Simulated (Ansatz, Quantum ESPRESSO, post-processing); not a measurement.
# Gate doping of honeycomb AsN, 2 layers, AB stacking, part 5 of 7

Aim: where the induced charge goes and how the bands change when honeycomb AsN, 2 layers, AB stacking is doped by a gate.

Quantum ESPRESSO 7.5; plane-wave DFT, PBE, GBRV ultrasoft pseudopotentials; geometry by Ansatz 0.2.0 with PAW datasets.

So far. Step 7 (Ground state: charge 0.0154 e against a gate): The run needed 14 iterations to bring the estimated error under 1e-07 Ry. Step 8 (Valence density): The density integrates to 19.985 electrons, as the 19.98 of the input ask.

### 11. SCF with pw.x: charge 0.0461 e against a gate

File g2.in:

```
&control
  prefix = 'g2'
  outdir = './out'
  pseudo_dir = './pseudo'
  calculation = 'scf'
  tprnfor = .true.
  tefield = .true.
  dipfield = .true.
  gate = .true.
/
&system
  ibrav = 0
  nat = 4
  ntyp = 2
  ecutwfc = 40
  ecutrho = 200
  occupations = 'smearing'
  smearing = 'fd'
  degauss = 0.004
  edir = 3
  emaxpos = 0.200922
  eopreg = 0.01
  eamp = 0.0
  zgate = 0.212922
  block = .true.
  block_1 = 0.139501
  block_2 = 0.286344
  block_height = 2.0
  tot_charge = 0.0461
  nbnd = 16
/
&electrons
  conv_thr = 1e-07
  mixing_beta = 0.4
  electron_maxstep = 120
  mixing_mode = 'local-TF'
  startingpot = 'file'
/
ATOMIC_SPECIES
  N   14.0070  n_pbe_v1.2.uspp.F.UPF
  As  74.9216  as_pbe_v1.uspp.F.UPF
CELL_PARAMETERS angstrom
  2.95552558194245 -0.00000000000000 -0.00000000000000
  -1.47776279097123 2.55956023549695 -0.00000000000000
  -0.00000000000000 -0.00000000000000 27.24000000000000
ATOMIC_POSITIONS crystal
  N   0.666666666667 0.333333333333 0.406604666595
  As  0.333333333333 0.666666666667 0.441457616369
  N   -0.000000000000 -0.000000000000 0.558430446622
  As  0.666666666667 0.333333333333 0.593507270414
K_POINTS automatic
  12 12 1 0 0 0
```

The run is started by

```
cp -r out/g1.save out/g2.save
OMP_NUM_THREADS=1 mpirun -n 4 pw.x -nk 4 -in g2.in > g2.out
```

Log:

```text
[banner, memory and clock lines left out]
Program PWSCF v.7.5 starts
[...]
Message from routine setup:
[...]
number of electrons       =        19.95
     number of Kohn-Sham states=           16
     kinetic-energy cutoff     =      40.0000  Ry
     charge density cutoff     =     200.0000  Ry
[...]
number of k points=    19  Fermi-Dirac smearing, width (Ry)=  0.0040
[...]
Dense  grid:    66579 G-vectors     FFT dimensions: (  25,  25, 240)
[...]
The initial density is read from file :
[...]
negative rho (up, down):  4.215E-04 0.000E+00
[...]
Starting wfcs are   16 randomized atomic wfcs
[...]
negative rho (up, down):  7.876E-04 0.000E+00
[...]
estimated scf accuracy    <       2.21563684 Ry
[...]
negative rho (up, down):  1.288E-03 0.000E+00
[...]
estimated scf accuracy    <       0.02536188 Ry
[...]
negative rho (up, down):  2.056E-03 0.000E+00
[...]
estimated scf accuracy    <       0.02597151 Ry
[...]
negative rho (up, down):  2.169E-03 0.000E+00
[...]
estimated scf accuracy    <       0.01150920 Ry
[...]
negative rho (up, down):  2.123E-03 0.000E+00
[...]
estimated scf accuracy    <       0.00078387 Ry
[...]
negative rho (up, down):  1.373E-03 0.000E+00
[...]
estimated scf accuracy    <       0.00072124 Ry
[...]
negative rho (up, down):  6.782E-04 0.000E+00
[...]
estimated scf accuracy    <       0.00052583 Ry
[...]
negative rho (up, down):  2.372E-04 0.000E+00
[...]
estimated scf accuracy    <       0.00050135 Ry
[...]
negative rho (up, down):  1.006E-04 0.000E+00
[...]
estimated scf accuracy    <       0.00018566 Ry
[...]
negative rho (up, down):  2.064E-04 0.000E+00
[...]
estimated scf accuracy    <       0.00041232 Ry
[...]
negative rho (up, down):  1.001E-04 0.000E+00
[...]
estimated scf accuracy    <       0.00025444 Ry
[...]
negative rho (up, down):  1.365E-04 0.000E+00
[...]
estimated scf accuracy    <       0.00005523 Ry
[...]
negative rho (up, down):  3.817E-04 0.000E+00
[...]
estimated scf accuracy    <       0.00005429 Ry
[...]
negative rho (up, down):  3.992E-04 0.000E+00
[...]
estimated scf accuracy    <       0.00000256 Ry
[...]
negative rho (up, down):  3.891E-04 0.000E+00
[...]
estimated scf accuracy    <       0.00000288 Ry
[...]
negative rho (up, down):  4.294E-04 0.000E+00
[...]
estimated scf accuracy    <       0.00000147 Ry
[...]
negative rho (up, down):  4.206E-04 0.000E+00
[...]
Total length         50.9614 bohr
[...]
estimated scf accuracy    <       0.00000089 Ry
[...]
negative rho (up, down):  4.272E-04 0.000E+00
[...]
Computed dipole along edir(3) :
[...]
Dipole                0.6541 Ry au,          1.6626 Debye
        Dipole field          0.0059 Ry au,
        Potential amp.       -0.6025 Ry
        Total length         50.9614 bohr
[...]
the Fermi energy is    -1.7020 ev
!    total energy              =    -116.90814142 Ry
     estimated scf accuracy    <       0.00000004 Ry
     smearing contrib. (-TS)   =      -0.00079743 Ry
     internal energy E=F+TS    =    -116.90734399 Ry
[...]
one-electron contribution =    -843.57734595 Ry
     hartree contribution      =     425.13140494 Ry
     xc contribution           =     -73.70038364 Ry
     ewald contribution        =     370.84233101 Ry
     electric field correction =       0.00386635 Ry
     gate field correction     =       4.39278329 Ry
     convergence has been achieved in  18 iterations
     negative rho (up, down):  4.272E-04 0.000E+00
[...]
Total force =     0.016818     Total SCF correction =     0.000598
[...]
```

Elapsed: 23 s, on 4 MPI ranks of Arm Neoverse V2, shared host; peak memory 0.39 GiB.

Read from the output:

```
Fermi energy : -1.702 eV
```

### 12. Valence density

File g2.rho.in:

```
&inputpp
  prefix = 'g2'
  outdir = './out'
  filplot = 'g2.rho.dat'
  plot_num = 0
/
```

The run is started by

```
OMP_NUM_THREADS=1 mpirun -n 4 pp.x -in g2.rho.in > g2.rho.out
```

The job ended after 0.84 s (4 MPI ranks; peak memory 0.11 GiB; 3 s of CPU time).

Read from the output:

```
electrons by integration : 19.95 e
```

### 13. Potential by pp.x

The vacuum level is read from the electrostatic potential (plot_num = 11), averaged over planes.

File g2.pot.in:

```
&inputpp
  prefix = 'g2'
  outdir = './out'
  filplot = 'g2.pot.dat'
  plot_num = 11
/
```

The run is started by

```
OMP_NUM_THREADS=1 mpirun -n 4 pp.x -in g2.pot.in > g2.pot.out
```

Run time: 0.83 s. Hardware: 4 MPI ranks; peak memory 0.11 GiB.

### 14. Band structure: charge 0.0461 e against a gate

File g2.bands.in:

```
&control
  prefix = 'g2.bands'
  outdir = './out'
  pseudo_dir = './pseudo'
  calculation = 'bands'
  tefield = .true.
  dipfield = .true.
  gate = .true.
/
&system
  ibrav = 0
  nat = 4
  ntyp = 2
  ecutwfc = 40
  ecutrho = 200
  occupations = 'smearing'
  smearing = 'fd'
  degauss = 0.004
  edir = 3
  emaxpos = 0.200922
  eopreg = 0.01
  eamp = 0.0
  zgate = 0.212922
  block = .true.
  block_1 = 0.139501
  block_2 = 0.286344
  block_height = 2.0
  tot_charge = 0.0461
  nbnd = 16
/
&electrons
  conv_thr = 1e-07
  mixing_beta = 0.4
  electron_maxstep = 120
  mixing_mode = 'local-TF'
/
ATOMIC_SPECIES
  N   14.0070  n_pbe_v1.2.uspp.F.UPF
  As  74.9216  as_pbe_v1.uspp.F.UPF
CELL_PARAMETERS angstrom
  2.95552558194245 -0.00000000000000 -0.00000000000000
  -1.47776279097123 2.55956023549695 -0.00000000000000
  -0.00000000000000 -0.00000000000000 27.24000000000000
ATOMIC_POSITIONS crystal
  N   0.666666666667 0.333333333333 0.406604666595
  As  0.333333333333 0.666666666667 0.441457616369
  N   -0.000000000000 -0.000000000000 0.558430446622
  As  0.666666666667 0.333333333333 0.593507270414
K_POINTS crystal_b
4
  0.0000000000 0.0000000000 0.0000000000 14
  0.5000000000 0.0000000000 0.0000000000 14
  0.3333333333 0.3333333333 0.0000000000 14
  0.0000000000 0.0000000000 0.0000000000 1
```

The run is started by

```
cp -r out/g2.save out/g2.bands.save
cp out/g2.xml out/g2.bands.xml
OMP_NUM_THREADS=1 mpirun -n 4 pw.x -nk 4 -in g2.bands.in > g2.bands.out
```

Log:

```text
[banner, memory and clock lines left out]
Program PWSCF v.7.5 starts
[citation notice left out]

[...]
Message from routine setup:
[...]
bravais-lattice index     =            0
     lattice parameter (alat)  =       5.5851  a.u.
     unit-cell volume          =    1390.6050 (a.u.)^3
     number of atoms/cell      =            4
     number of atomic types    =            2
     number of electrons       =        19.95
     number of Kohn-Sham states=           16
     kinetic-energy cutoff     =      40.0000  Ry
     charge density cutoff     =     200.0000  Ry
     Exchange-correlation= SLA  PW   PBE  PBE
                           (   1   4   3   4   0   0   0)

[...]
PseudoPot. # 1 for N  read from file:
     ./pseudo/n_pbe_v1.2.uspp.F.UPF
     Pseudo is Ultrasoft + core correction, Zval =  5.0
     Generated by new atomic code, or converted to UPF format
     Using radial grid of  729 points,  4 beta functions with:
                l(1) =   0
                l(2) =   0
                l(3) =   1
                l(4) =   1
     Q(r) pseudized with  8 coefficients,  rinner =    0.900   0.900   0.900

     PseudoPot. # 2 for As read from file:
     ./pseudo/as_pbe_v1.uspp.F.UPF
     Pseudo is Ultrasoft + core correction, Zval =  5.0
     Generated by new atomic code, or converted to UPF format
     Using radial grid of  875 points,  6 beta functions with:
                l(1) =   0
                l(2) =   0
                l(3) =   1
                l(4) =   1
                l(5) =   2
                l(6) =   2
     Q(r) pseudized with  8 coefficients,  rinner =    1.300   1.300   1.300
                                                       1.300   1.300

     atomic species   valence    mass     pseudopotential
     N                 5.00    14.00700     N ( 1.00)
     As                5.00    74.92160     As( 1.00)

      6 Sym. Ops. (no inversion) found

                                    s                        frac. trans.

      isym =  1     identity

 cryst.   s( 1) = (     1          0          0      )
                  (     0          1          0      )
                  (     0          0          1      )

 cart.    s( 1) = (  1.0000000 -0.0000000  0.0000000 )
                  (  0.0000000  1.0000000  0.0000000 )
                  (  0.0000000  0.0000000  1.0000000 )

      isym =  2     120 deg rotation - cryst. axis [0,0,1]

 cryst.   s( 2) = (     0          1          0      )
                  (    -1         -1          0      )
                  (     0          0          1      )

 cart.    s( 2) = ( -0.5000000 -0.8660254  0.0000000 )
                  (  0.8660254 -0.5000000  0.0000000 )
                  (  0.0000000  0.0000000  1.0000000 )

      isym =  3     120 deg rotation - cryst. axis [0,0,-1]

 cryst.   s( 3) = (    -1         -1          0      )
                  (     1          0          0      )
                  (     0          0          1      )

 cart.    s( 3) = ( -0.5000000  0.8660254  0.0000000 )
                  ( -0.8660254 -0.5000000  0.0000000 )
                  (  0.0000000  0.0000000  1.0000000 )

      isym =  4     inv. 180 deg rotation - cart. axis [1,0,0]

 cryst.   s( 4) = (    -1          0          0      )
                  (     1          1          0      )
                  (     0          0          1      )

 cart.    s( 4) = ( -1.0000000 -0.0000000  0.0000000 )
                  (  0.0000000  1.0000000  0.0000000 )
                  (  0.0000000  0.0000000  1.0000000 )

      isym =  5     inv. 180 deg rotation - cryst. axis [0,1,0]

 cryst.   s( 5) = (     1          1          0      )
                  (     0         -1          0      )
                  (     0          0          1      )

 cart.    s( 5) = (  0.5000000  0.8660254  0.0000000 )
                  (  0.8660254 -0.5000000  0.0000000 )
                  (  0.0000000  0.0000000  1.0000000 )

      isym =  6     inv. 180 deg rotation - cryst. axis [1,1,0]

 cryst.   s( 6) = (     0         -1          0      )
                  (    -1          0          0      )
                  (     0          0          1      )

 cart.    s( 6) = (  0.5000000 -0.8660254  0.0000000 )
                  ( -0.8660254 -0.5000000  0.0000000 )
                  (  0.0000000  0.0000000  1.0000000 )

[...]
number of k points=    43  Fermi-Dirac smearing, width (Ry)=  0.0040
[...]
Dense  grid:    66579 G-vectors     FFT dimensions: (  25,  25, 240)

     Smooth grid:    47643 G-vectors     FFT dimensions: (  24,  24, 216)

     Dynamical RAM for                 wfc:       1.45 MB

     Dynamical RAM for     wfc (w. buffer):       1.45 MB

     Dynamical RAM for           str. fact:       2.03 MB

     Dynamical RAM for           local pot:       0.00 MB

     Dynamical RAM for          nlocal pot:       4.71 MB

     Dynamical RAM for                qrad:       2.27 MB

     Dynamical RAM for          rho,v,vnew:       6.48 MB

     Dynamical RAM for           G-vectors:       4.17 MB

     Dynamical RAM for          h,s,v(r/c):       0.05 MB

     Dynamical RAM for          <psi|beta>:       0.01 MB

     Dynamical RAM for                 psi:       2.90 MB

     Dynamical RAM for                hpsi:       2.90 MB

     Dynamical RAM for                spsi:       2.90 MB

     Dynamical RAM for      wfcinit/wfcrot:       2.91 MB

     Dynamical RAM for           addusdens:      48.51 MB

     Adding charged plate to compensate the charge of the system - add_gatefield
     see PRB 89, 245406 (2014), works only for 2D systems perpendicular to z
                                i.e. 3rd lattice vector is (0,0,c)

        prefactor of the potential in [Ha a.u.]:     0.010722
               position of the gate within cell:     0.21292
         ion-gate + gate-gate contribution to the total energy:     4.392783
                         gate-gate contribution:     0.004241

        Adding potential to prevent charge spilling into region of the gate
        Potential is linearly increased and decreased within the first/last eopreg of block_size
        block_size =  0.14684 in units of unit cell length
        block_height =  2.00000 in Ry

     The potential is recalculated from file :
     ./out/g2.bands.save/charge-density

     negative rho (up, down):  4.272E-04 0.000E+00

     Adding external electric field

     Computed dipole along edir(3) :
        Elec. dipole         -1.9111 Ry au,         -4.8576 Debye
        Ion. dipole          -1.9052 Ry au,         -4.8425 Debye
        Dipole                0.6541 Ry au,          1.6626 Debye
        Dipole field          0.0059 Ry au,

        Potential amp.       -0.6025 Ry
        Total length         50.9614 bohr

     Starting wfcs are   16 randomized atomic wfcs

     Band Structure Calculation
     Davidson diagonalization with overlap

     Computing kpt #:     1  of    11 on this pool

     Computing kpt #:     2  of    11 on this pool

     Computing kpt #:     3  of    11 on this pool

     Computing kpt #:     4  of    11 on this pool

     Computing kpt #:     5  of    11 on this pool

     Computing kpt #:     6  of    11 on this pool

     Computing kpt #:     7  of    11 on this pool

     Computing kpt #:     8  of    11 on this pool

     Computing kpt #:     9  of    11 on this pool

     Computing kpt #:    10  of    11 on this pool

     Computing kpt #:    11  of    11 on this pool

     ethr =  5.01E-10,  avg # of iterations = 65.0

     End of band structure calculation

          k = 0.0000 0.0000 0.0000 (  5995 PWs)   bands (ev):

   -21.3628 -19.8513 -11.2913  -9.6234  -5.0521  -5.0521  -4.1275  -3.5358
    -3.5358  -2.0548  -0.8159   1.0622   1.8275   2.2868   2.9735   2.9735

          k = 0.0357 0.0206 0.0000 (  5993 PWs)   bands (ev):

   -21.3396 -19.8282 -11.2780  -9.6120  -5.2181  -5.0833  -4.0962  -3.6947
    -3.5671  -2.0234  -0.7026   1.1685   1.8586   2.3167   2.8724   3.0008

[...]
```

Elapsed: 24 s, on 4 MPI ranks; peak memory 0.31 GiB.

Read from the output:

| Quantity | Value |
| --- | --- |
| valence top, on the run's zero | -1.790 eV |
| conduction bottom, on the run's zero | -1.587 eV |
| gap by band count | 0.2027 eV |

Band numbers count within the set of bands kept for display. Electronic bands along the path, in eV, zero at the Fermi level; v1 is the highest filled band, c1 the lowest empty one:

| point | v4 | v3 | v2 | v1 | c1 | c2 | c3 | c4 |
| --- | --- | --- | --- | --- | --- | --- | --- | --- |
| Γ | -2.43 | -1.83 | -1.83 | -0.35 | 0.89 | 2.76 | 3.53 | 3.99 |
| halfway | -4.40 | -2.89 | -1.97 | -0.16 | 1.33 | 2.90 | 3.64 | 5.04 |
| M | -3.95 | -3.70 | -3.14 | -1.50 | 0.11 | 1.76 | 3.82 | 5.32 |
| halfway | -4.83 | -3.27 | -2.99 | -1.43 | 0.89 | 2.55 | 4.07 | 4.82 |
| K | -4.28 | -3.15 | -2.60 | -1.63 | 0.90 | 2.42 | 3.55 | 4.95 |
| halfway | -4.78 | -3.96 | -1.93 | -0.16 | 2.04 | 3.58 | 3.91 | 4.27 |
| Γ | -2.43 | -1.83 | -1.83 | -0.35 | 0.89 | 2.76 | 3.53 | 3.99 |

Along this path the valence top lies between K and Γ and the conduction bottom at M.

### 15. Induced charge

The planar mean oscillates, so the rows of the table below give means over windows of 1 Å about each position, cut where the curve ends. Its maxima inside the range that stand out by 2 % of the span (Å: e/Å³): 11.1: 2.6e-5, 12.1: 7.5e-4, 14.0: 6.2e-5, 15.3: 1.6e-4. Its minima: 10.4: -0.00484, 11.5: -0.00182, 12.9: -4.3e-4, 14.9: -2.5e-4.

The planar mean by z; means over each step:

z (Å), planar mean (e/Å³) and a bar from the least value:
```
        6    0.00000 ##############################
        7    0.00000 ##############################
        8   -0.00005 #############################
        9   -0.00055 #########################
       10   -0.00326 
       11   -0.00197 ############
       12    0.00004 ##############################
       13   -0.00026 ###########################
       14    0.00001 ##############################
       15   -0.00006 #############################
       16   -0.00001 ##############################
       17    0.00002 ##############################
       18    0.00000 ##############################
       19    0.00000 ##############################
```

Running integral, electrons below z against z:

| z (Å) | running integral, electrons below z (e/Å²) |
| --- | --- |
| 6 | -9.4e-8 |
| 7 | -1.4e-6 |
| 8 | -2.1e-5 |
| 9 | -2.2e-4 |
| 10 | -0.00191 |
| 11 | -0.00536 |
| 12 | -0.00604 |
| 13 | -0.00595 |
| 14 | -0.00604 |
| 15 | -0.00614 |
| 16 | -0.00611 |
| 17 | -0.00609 |
| 18 | -0.00609 |
| 19 | -0.00609 |
| 20 | -0.00609 |
| 21 | -0.00609 |
| 22 | -0.00609 |
| 23 | -0.00609 |
| 24 | -0.00609 |
| 25 | -0.00609 |
| 26 | -0.00609 |
| 27 | -0.00609 |

### 16. Self-consistent run: charge 0.0923 e against a gate

g3.in, as its differences from the input of step 11:

```diff
@@ -1,3 +1,3 @@
 &control
-  prefix = 'g2'
+  prefix = 'g3'
   outdir = './out'
@@ -28,3 +28,3 @@
   block_height = 2.0
-  tot_charge = 0.0461
+  tot_charge = 0.0923
   nbnd = 16
```

The run is started by

```
cp -r out/g2.save out/g3.save
OMP_NUM_THREADS=1 mpirun -n 4 pw.x -nk 4 -in g3.in > g3.out
```

Log:

```text
[banner, memory and clock lines left out]
Program PWSCF v.7.5 starts
[...]
Message from routine setup:
[...]
number of electrons       =        19.91
     number of Kohn-Sham states=           16
     kinetic-energy cutoff     =      40.0000  Ry
     charge density cutoff     =     200.0000  Ry
[...]
number of k points=    19  Fermi-Dirac smearing, width (Ry)=  0.0040
[...]
Dense  grid:    66579 G-vectors     FFT dimensions: (  25,  25, 240)
[...]
The initial density is read from file :
[...]
negative rho (up, down):  4.262E-04 0.000E+00
[...]
Starting wfcs are   16 randomized atomic wfcs
[...]
negative rho (up, down):  1.583E-03 0.000E+00
[...]
estimated scf accuracy    <       4.97316259 Ry
[...]
negative rho (up, down):  2.472E-03 0.000E+00
[...]
estimated scf accuracy    <       0.08372566 Ry
[...]
negative rho (up, down):  3.835E-03 0.000E+00
[...]
estimated scf accuracy    <       0.06548194 Ry
[...]
negative rho (up, down):  3.875E-03 0.000E+00
[...]
estimated scf accuracy    <       0.01460568 Ry
[...]
negative rho (up, down):  3.686E-03 0.000E+00
[...]
estimated scf accuracy    <       0.00210102 Ry
[...]
negative rho (up, down):  2.804E-03 0.000E+00
[...]
estimated scf accuracy    <       0.00107660 Ry
[...]
negative rho (up, down):  1.295E-03 0.000E+00
[...]
estimated scf accuracy    <       0.00099216 Ry
[...]
negative rho (up, down):  4.113E-04 0.000E+00
[...]
estimated scf accuracy    <       0.00088409 Ry
[...]
negative rho (up, down):  4.123E-05 0.000E+00
[...]
estimated scf accuracy    <       0.00036428 Ry
[...]
negative rho (up, down):  1.300E-04 0.000E+00
[...]
estimated scf accuracy    <       0.00019372 Ry
[...]
negative rho (up, down):  6.571E-05 0.000E+00
[...]
estimated scf accuracy    <       0.00105918 Ry
[...]
negative rho (up, down):  6.139E-05 0.000E+00
[...]
estimated scf accuracy    <       0.00013406 Ry
[...]
negative rho (up, down):  3.388E-04 0.000E+00
[...]
estimated scf accuracy    <       0.00007258 Ry
[...]
negative rho (up, down):  5.471E-04 0.000E+00
[...]
estimated scf accuracy    <       0.00005256 Ry
[...]
negative rho (up, down):  4.203E-04 0.000E+00
[...]
estimated scf accuracy    <       0.00000818 Ry
[...]
negative rho (up, down):  4.255E-04 0.000E+00
[...]
estimated scf accuracy    <       0.00001967 Ry
[...]
negative rho (up, down):  4.366E-04 0.000E+00
[...]
estimated scf accuracy    <       0.00000172 Ry
[...]
negative rho (up, down):  4.293E-04 0.000E+00
[...]
estimated scf accuracy    <       0.00000303 Ry
[...]
negative rho (up, down):  4.357E-04 0.000E+00
[...]
Total length         50.9614 bohr
[...]
estimated scf accuracy    <       0.00000082 Ry
[...]
negative rho (up, down):  4.352E-04 0.000E+00
[...]
Computed dipole along edir(3) :
[...]
Dipole                1.0537 Ry au,          2.6784 Debye
        Dipole field          0.0095 Ry au,
        Potential amp.       -0.9705 Ry
        Total length         50.9614 bohr
[...]
the Fermi energy is    -2.1422 ev
!    total energy              =    -113.15777239 Ry
     estimated scf accuracy    <       0.00000006 Ry
     smearing contrib. (-TS)   =      -0.00118999 Ry
     internal energy E=F+TS    =    -113.15658240 Ry
[...]
one-electron contribution =    -842.78476424 Ry
     hartree contribution      =     423.62859960 Ry
     xc contribution           =     -73.66489637 Ry
     ewald contribution        =     370.84233101 Ry
     electric field correction =       0.01003413 Ry
     gate field correction     =       8.81211348 Ry
     convergence has been achieved in  20 iterations
     negative rho (up, down):  4.352E-04 0.000E+00
[...]
Total force =     0.018974     Total SCF correction =     0.000863
[...]
```

It took 26 s on 4 MPI ranks; peak memory 0.53 GiB.

Read from the output:

| Item | Value |
| --- | --- |
| Fermi energy | -2.142 eV |

(Continued in part 6 of 7.)

[Logs are printed without paths, hosts, clocks, repeated set-up lines and the standing remarks that a program may print on its own settings, such as how far it seeks lower states.]

[Hosts, paths, dates, database ids (printed as entryN), source tags and the programs' standing remarks are cut or masked in the printed files.]

[Maps of the electrostatic potential energy from Ansatz leave out the sawtooth potential of an applied field or a dipole correction, so their vacuum need not be flat; planar profiles and work functions include it.]
